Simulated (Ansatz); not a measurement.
# Au(111) with 4 thermally displaced layers, 2x2: scattering by thermal displacements

How much do lattice vibrations at 80 K scatter the electrons of Au? Layers with random displacements are laid between perfect leads, and the resistance is followed against their length. The measured value for the pure metal at this temperature is 0.481 µΩ cm (CRC Handbook of Chemistry and Physics, 84th ed., 2003, Electrical Resistivity of Pure Metals).

Main program and level: Ansatz 0.2.0; Ansatz plane-wave DFT, PBE, PAW files; ballistic transport by layer matching (Landauer), zero bias; PAW set soft_1.

Most raw output is cut from this account.

## (1) Starting point

The cell holds 40 atoms: 40 Au. Its edges and angles: a = 5.768 Å, b = 5.768 Å, c = 23.605 Å, α = 93.5°, β = 86.5°, γ = 120.0°. It derives from Au. Regions: lead, 24 atoms (24 Au); scattering region, 16 atoms (16 Au). The structure is stacked along c, and the current runs across the ab planes.

## (2) With 4 displaced layers

Each atom of 4 layers is moved at random, by amounts drawn from a normal law 0.0492 Å wide in each direction from the Debye model (165 K) at 80 K. The layers about the cell's end stay perfect and serve as the lead. Disorder leaves little or no symmetry, which makes such runs dear. Energies from -0.05 to 0.05 eV in steps of 0.05 eV are too few for the program's thermal sum, so it prints no conductance; for a metal the transmission near the Fermi level serves, at a fraction of the cost.

File input.yaml:

```yaml
crystal:
  lattice:
    - [5.7675164607, 0.0, 0.0]
    - [-2.8837582304, 4.9948157718, 0.0]
    - [1.4418791152, -0.8324692953, 23.5457873532]
  atoms:
    - { symbol: Au, position: [0.9916666667, 0.0083333333, 0.05] }
    - { symbol: Au, position: [0.9916666667, 0.5083333333, 0.05] }
    - { symbol: Au, position: [0.4916666667, 0.0083333333, 0.05] }
    - { symbol: Au, position: [0.4916666667, 0.5083333333, 0.05] }
    - { symbol: Au, position: [0.1416666667, 0.3583333333, 0.15] }
    - { symbol: Au, position: [0.1416666667, 0.8583333333, 0.15] }
    - { symbol: Au, position: [0.6416666667, 0.3583333333, 0.15] }
    - { symbol: Au, position: [0.6416666667, 0.8583333333, 0.15] }
[... 28 atom lines left out ...]
    - { symbol: Au, position: [0.8416666667, 0.1583333333, 0.95] }
    - { symbol: Au, position: [0.8416666667, 0.6583333333, 0.95] }
    - { symbol: Au, position: [0.3416666667, 0.1583333333, 0.95] }
    - { symbol: Au, position: [0.3416666667, 0.6583333333, 0.95] }
kpoints:
  mp_grid: { grid: [5, 5, 1] }
hamiltonian:
  xc: pbe
  pseudopotentials: { kind: paw, azcp: { folder: soft_1 } }
scf:
  occupations: { method: fermi_dirac, width: 0.1 }
output:
  transmission:
    leads: [[0, 4]]
    kmesh: [10, 10]
    e_range: [-0.05, 0.05]
    de: 0.05
  write_potential: true
  write_density: true
  volumetric_format: npy
  elf: true
```

On the command line:

```bash
> ansatz run input.yaml --threads 8 --pin off --max-ram 15360MiB --backend cpu --events-out ev --progress --plain --runs-dir out
```

Run time: 12 min. Hardware: 8 threads of Arm Neoverse N1, shared host; peak memory 10 GiB.

This step gave:

```
free energy                                    : -526046.7239 eV
energy at zero smearing                        : -526046.4837 eV
Fermi energy                                   : 20.73 eV
cell area                                      : 28.81 Å²
transmission per spin nearest the Fermi level  : 3.180
open channels per spin nearest the Fermi level : 3.21
step of the lead's potential                   : 3.6 meV
```

Per spin. The transmission, zone mean stays at 3.18 for energy from -0.05 to 0.05 eV.

Per spin. The open channels, zone mean, lead stays at 3.21 for energy from -0.05 to 0.05 eV.

Transmission over k1 and k2. At 0.0000 eV from the Fermi level.

Ten even steps from '0' (2.93) to '9' (3.93):
```
0900090000
0090090000
0009090000
0000000000
9999000999
0000000000
0000090900
0000090090
0000090009
9000090000
```
Columns: k1 (b1) from -0.5 to 0.4; rows upwards: k2 (b2) from -0.5 to 0.4.

Open channels over k1 and k2. At 0.0000 eV from the Fermi level.

Values, 10 rows by 10 columns:
```
3.00 4.00 3.00 3.00 3.00 4.00 3.00 3.00 3.00 3.00
3.00 3.00 4.00 3.00 3.00 4.00 3.00 3.00 3.00 3.00
3.00 3.00 3.00 4.00 3.00 4.00 3.00 3.00 3.00 3.00
3.00 3.00 3.00 3.00 3.00 3.00 3.00 3.00 3.00 3.00
4.00 4.00 4.00 4.00 3.00 3.00 3.00 4.00 4.00 4.00
3.00 3.00 3.00 3.00 3.00 3.00 3.00 3.00 3.00 3.00
3.00 3.00 3.00 3.00 3.00 4.00 3.00 4.00 3.00 3.00
3.00 3.00 3.00 3.00 3.00 4.00 3.00 3.00 4.00 3.00
3.00 3.00 3.00 3.00 3.00 4.00 3.00 3.00 3.00 4.00
4.00 3.00 3.00 3.00 3.00 4.00 3.00 3.00 3.00 3.00
```
Columns: k1 (b1) from -0.5 to 0.4; rows upwards: k2 (b2) from -0.5 to 0.4.

ELF in the ca plane at fractional y = 0.419, with atoms of Au within 0.2 Å of it. It is the smooth field of the valence electrons, not physical close to the nuclei.

Ten even steps from '0' (0.11) to '9' (0.76), each cell a mean:
```
11001222112454311355421112210011211135665311
11001222113555421122211134421123321113443212
42111221112455311112111244431123432111221113
64211111001233211344321134431113332111111124
75211110000111112567531112211011221113332113
65211110000011113689742111110001111135664212
53111111000111113578642111100000111146885311
21101221111333211355531112110001111146875311
10001222112455311123211133321011111124554211
21011222113555421111101245431112221112332112
53111111112454311122111234431112321101111114
65211111001222112344321123321012221112221114
75211110000111113577531111110001111124543112
64211110000111113699641111100000111136775311
32111111101222113577641111100001111146986311
```
Columns run along c (16.0 Å, from fractional 0.16 to 0.84 of the cell), rows up along a (5.8 Å). Atoms in or near the plane, at fractional coordinates: Au at (0.45, 0.07), Au at (0.45, 0.60), Au at (0.75, 0.04), Au at (0.75, 0.54).

Valence density in the ca plane at fractional y = 0.419, with atoms of Au within 0.2 Å of it. It is the smooth field of the valence electrons, not physical close to the nuclei.

Ten steps, logarithmic in the rise over the least value, from '0' (0 e/Å³) to '9' (13 e/Å³), each cell a mean:
```
11011232113565322466531122210012221247887411
21012332223676421233211234431123432124554212
43111222113566421222211245532124542111222124
75211111101344212455421235432123432111221124
86311111000122113688742123321012221123543124
86311110000011114799862111110001111246876312
64211111001121113799852111100000111258997411
32111222112344212467642122210001111258997411
11012332123566421233321234421011211136775312
32111232123676421111101245532112321112443223
64211221112465321222111245532123332101111124
86311111001233212466421123321012321112322124
86311110000111114788741111110001111135664223
75211111000111124899852101000001111257987411
43111221111333224799852111100001111258997421
```
Columns run along c (16.0 Å, from fractional 0.16 to 0.84 of the cell), rows up along a (5.8 Å). Atoms in or near the plane, at fractional coordinates: Au at (0.45, 0.07), Au at (0.45, 0.60), Au at (0.75, 0.04), Au at (0.75, 0.54).

Electrostatic potential energy in the ca plane at fractional y = 0.419, with atoms of Au within 0.2 Å of it. With pseudopotentials it is smooth inside the atoms' cores, unlike the true potential.

Ten even steps from '0' (-27 eV) to '9' (23 eV), each cell a mean:
```
99999888998534798632489988899999899962002799
99999878997312589988899975689987679986446898
68999889998423699988999864479986568999889996
15899999999867899754689975579987678999999985
02799999999999997300169988899998889987668997
03799999999999996100038999999999999972114898
36999999999999997200048999999999999850001699
89999889998767898632379998999999999951001699
99999878997423699987899976689999999984114899
89999888997312689999999864479998789998778997
36999999998534799988999864579998789999999986
03899999999878898644689987789998889998889996
02799999999999997200169999999999999985336898
14899999999999996000049999999999999951002799
68999999999878997200159999999999999850001699
```
Columns run along c (16.0 Å, from fractional 0.16 to 0.84 of the cell; values clipped at the 3rd and 97th percentile), rows up along a (5.8 Å). Atoms in or near the plane, at fractional coordinates: Au at (0.45, 0.07), Au at (0.45, 0.60), Au at (0.75, 0.04), Au at (0.75, 0.54).

Over the solved energies the transmission per spin lies between 3.18 and 3.18, out of 3.21 channels of the lead on average (up to 3.21).

## (3) With 8 displaced layers

Each atom of 8 layers is moved at random, by amounts drawn from a normal law 0.0492 Å wide in each direction from the Debye model (165 K) at 80 K. A fresh draw is used; the growth of the resistance with length is what counts.

System of this step: Au(111) with 8 thermally displaced layers, 2x2. The cell holds 56 atoms: 56 Au. Cell: a = 5.768 Å, b = 5.768 Å, c = 33.006 Å, α = 87.5°, β = 92.5°, γ = 120.0°. It derives from Au. Regions: lead, 24 atoms (24 Au); scattering region, 32 atoms (32 Au). The structure is stacked along c, and the current runs across the ab planes.

File input.yaml:

```yaml
crystal:
  lattice:
    - [5.7675164607, 0.0, 0.0]
    - [-2.8837582304, 4.9948157718, 0.0]
    - [-1.4418791152, 0.8324692953, 32.9641022945]
  atoms:
    - { symbol: Au, position: [0.005952381, 0.994047619, 0.0357142857] }
    - { symbol: Au, position: [0.005952381, 0.494047619, 0.0357142857] }
    - { symbol: Au, position: [0.505952381, 0.994047619, 0.0357142857] }
    - { symbol: Au, position: [0.505952381, 0.494047619, 0.0357142857] }
    - { symbol: Au, position: [0.1845238095, 0.3154761905, 0.1071428571] }
    - { symbol: Au, position: [0.1845238095, 0.8154761905, 0.1071428571] }
    - { symbol: Au, position: [0.6845238095, 0.3154761905, 0.1071428571] }
    - { symbol: Au, position: [0.6845238095, 0.8154761905, 0.1071428571] }
[... 44 atom lines left out ...]
    - { symbol: Au, position: [0.3273809524, 0.1726190476, 0.9642857143] }
    - { symbol: Au, position: [0.3273809524, 0.6726190476, 0.9642857143] }
    - { symbol: Au, position: [0.8273809524, 0.1726190476, 0.9642857143] }
    - { symbol: Au, position: [0.8273809524, 0.6726190476, 0.9642857143] }
kpoints:
  mp_grid: { grid: [5, 5, 1] }
hamiltonian:
  xc: pbe
  pseudopotentials: { kind: paw, azcp: { folder: soft_1 } }
scf:
  occupations: { method: fermi_dirac, width: 0.1 }
output:
  transmission:
    leads: [[0, 4]]
    kmesh: [10, 10]
    e_range: [-0.05, 0.05]
    de: 0.05
  write_potential: true
  write_density: true
  volumetric_format: npy
```

Wall time 21 min (8 threads); peak memory 8.1 GiB.

Numbers from this step:

* free energy: -736465.1003 eV
* energy at zero smearing: -736464.7681 eV
* transmission per spin nearest the Fermi level: 3.142
* step of the lead's potential: 2.2 meV

Per spin. Table of transmission, zone mean by energy, zero at the Fermi level:

```tsv
energy (eV)	transmission, zone mean
-0.0500	3.13
0.0000	3.14
0.0500	3.15
```

Over the solved energies the transmission per spin lies between 3.13 and 3.15, out of 3.21 channels of the lead on average (up to 3.21).

## (4) With 12 displaced layers

Each atom of 12 layers is moved at random, by amounts drawn from a normal law 0.0492 Å wide in each direction from the Debye model (165 K) at 80 K. A fresh draw is used; the growth of the resistance with length is what counts.

System of this step: Au(111) with 12 thermally displaced layers, 2x2. The cell holds 72 atoms: 72 Au. Cell: a = 5.768 Å, b = 5.768 Å, c = 42.382 Å, α = 90.0°, β = 90.0°, γ = 120.0°. It derives from Au. Regions: lead, 24 atoms (24 Au); scattering region, 48 atoms (48 Au). The structure is stacked along c, and the current runs across the ab planes.

File input.yaml:

```yaml
crystal:
  lattice:
    - [5.7675164607, 0.0, 0.0]
    - [-2.8837582304, 4.9948157718, 0.0]
    - [0.0, 0.0, 42.3824172358]
  atoms:
    - { symbol: Au, position: [0.0, 0.0, 0.0277777778] }
    - { symbol: Au, position: [0.0, 0.5, 0.0277777778] }
    - { symbol: Au, position: [0.5, 0.0, 0.0277777778] }
    - { symbol: Au, position: [0.5, 0.5, 0.0277777778] }
    - { symbol: Au, position: [0.1666666667, 0.3333333333, 0.0833333333] }
    - { symbol: Au, position: [0.1666666667, 0.8333333333, 0.0833333333] }
    - { symbol: Au, position: [0.6666666667, 0.3333333333, 0.0833333333] }
    - { symbol: Au, position: [0.6666666667, 0.8333333333, 0.0833333333] }
[... 60 atom lines left out ...]
    - { symbol: Au, position: [0.3333333333, 0.1666666667, 0.9722222222] }
    - { symbol: Au, position: [0.3333333333, 0.6666666667, 0.9722222222] }
    - { symbol: Au, position: [0.8333333333, 0.1666666667, 0.9722222222] }
    - { symbol: Au, position: [0.8333333333, 0.6666666667, 0.9722222222] }
kpoints:
  mp_grid: { grid: [5, 5, 1] }
hamiltonian:
  xc: pbe
  pseudopotentials: { kind: paw, azcp: { folder: soft_1 } }
scf:
  occupations: { method: fermi_dirac, width: 0.1 }
output:
  transmission:
    leads: [[0, 4]]
    kmesh: [10, 10]
    e_range: [-0.05, 0.05]
    de: 0.05
  write_potential: true
  write_density: true
  volumetric_format: npy
```

Run time: 33 min. Hardware: 8 threads; peak memory 9.8 GiB.

This step gave:

```yaml
free_energy: -946883.4037 eV
energy_at_zero_smearing: -946883.0043 eV
fermi_energy: 20.71 eV
transmission_per_spin_nearest_the_fermi_level: 3.086
step_of_the_lead_s_potential: 5.1 meV
```

Per spin. Table of transmission, zone mean by energy, zero at the Fermi level:

```tsv
energy (eV)	transmission, zone mean
-0.0500	3.07
0.0000	3.09
0.0500	3.09
```

Over the solved energies the transmission per spin lies between 3.07 and 3.09, out of 3.21 channels of the lead on average (up to 3.21).

## (5) The fit

This step: Ansatz plane-wave DFT, PBE, PAW files; ballistic transport by layer matching (Landauer), zero bias; resistivity from the slope of the area resistance; PAW set soft_1 (Ansatz 0.2.0).

Numbers from this step:

| Quantity | Value |
| --- | --- |
| resistivity | 1.972 µΩ cm |
| intercept | -0.008607 fΩ m² |
| scatter about the fit | 0.001597 fΩ m² |

Resistance, by row:

```tsv
run	length (Å)	T	channels N	RA (fΩ m²)
n4	9.418	3.18	3.21	0.0111
n8	18.84	3.139	3.21	0.02628
n12	28.25	3.082	3.21	0.04824
```

The area resistance by length of the displaced region:

```tsv
length of the displaced region (Å)	area resistance (fΩ m²)
9.42	0.0111
18.84	0.0263
28.25	0.0482
```

The area resistance goes from 0.011 to 0.048 fΩ m² between 9.4 and 28.3 Å, a slope of 2.0 µΩ cm.

By hand from the end points: (0.04824 − 0.01110) fΩ m² / (28.25 − 9.42) Å = 2.0 µΩ cm, since 1 fΩ m² per Å is 1000 µΩ cm.

## (6) Summary of results

| Property | Result |
| --- | --- |
| resistivity from the slope | 1.97 µΩ cm |
| area resistance over 9.42 Å | 0.0111 fΩ m² |
| area resistance over 18.8 Å | 0.0263 fΩ m² |
| area resistance over 28.3 Å | 0.0482 fΩ m² |

**Reading.** The slope gives 2.0 µΩ cm. The points scatter by 0.0016 fΩ m² about the line, with one random draw a length in a 2x2 cell, so the slope is a rough value. The mean square of the displacements drawn is 0.78, 0.99 and 1.2 of the nominal one at the three lengths; with each resistance scaled back by that, the slope is 1.4 µΩ cm, the value used below. Read with a model of isotropic scattering on a spherical Fermi surface and the lead's 0.86×10¹⁵ S/m², this slope means a mean free path near 769 Å; over these lengths the model's slope is 1.26 times its bulk resistivity, which would be 1.1 µΩ cm. Uncorrelated displacements put too much weight on short waves, which scatter strongly; with the sideways repeat of a small cell, one draw and three short lengths, the method is good to a factor of two or three. The measured value is 0.481 µΩ cm (CRC Handbook of Chemistry and Physics, 84th ed., 2003, Electrical Resistivity of Pure Metals); the scaled slope is 3.0 times that and the corrected value 2.3: clearly high. Spin-orbit coupling is left out, which matters for Au.

[Logs are printed without paths, hosts, clocks, repeated set-up lines and the standing remarks that a program may print on its own settings, such as how far it seeks lower states.]

[Hosts, paths, dates, database ids (printed as entryN), source tags and the programs' standing remarks are cut or masked in the printed files.]
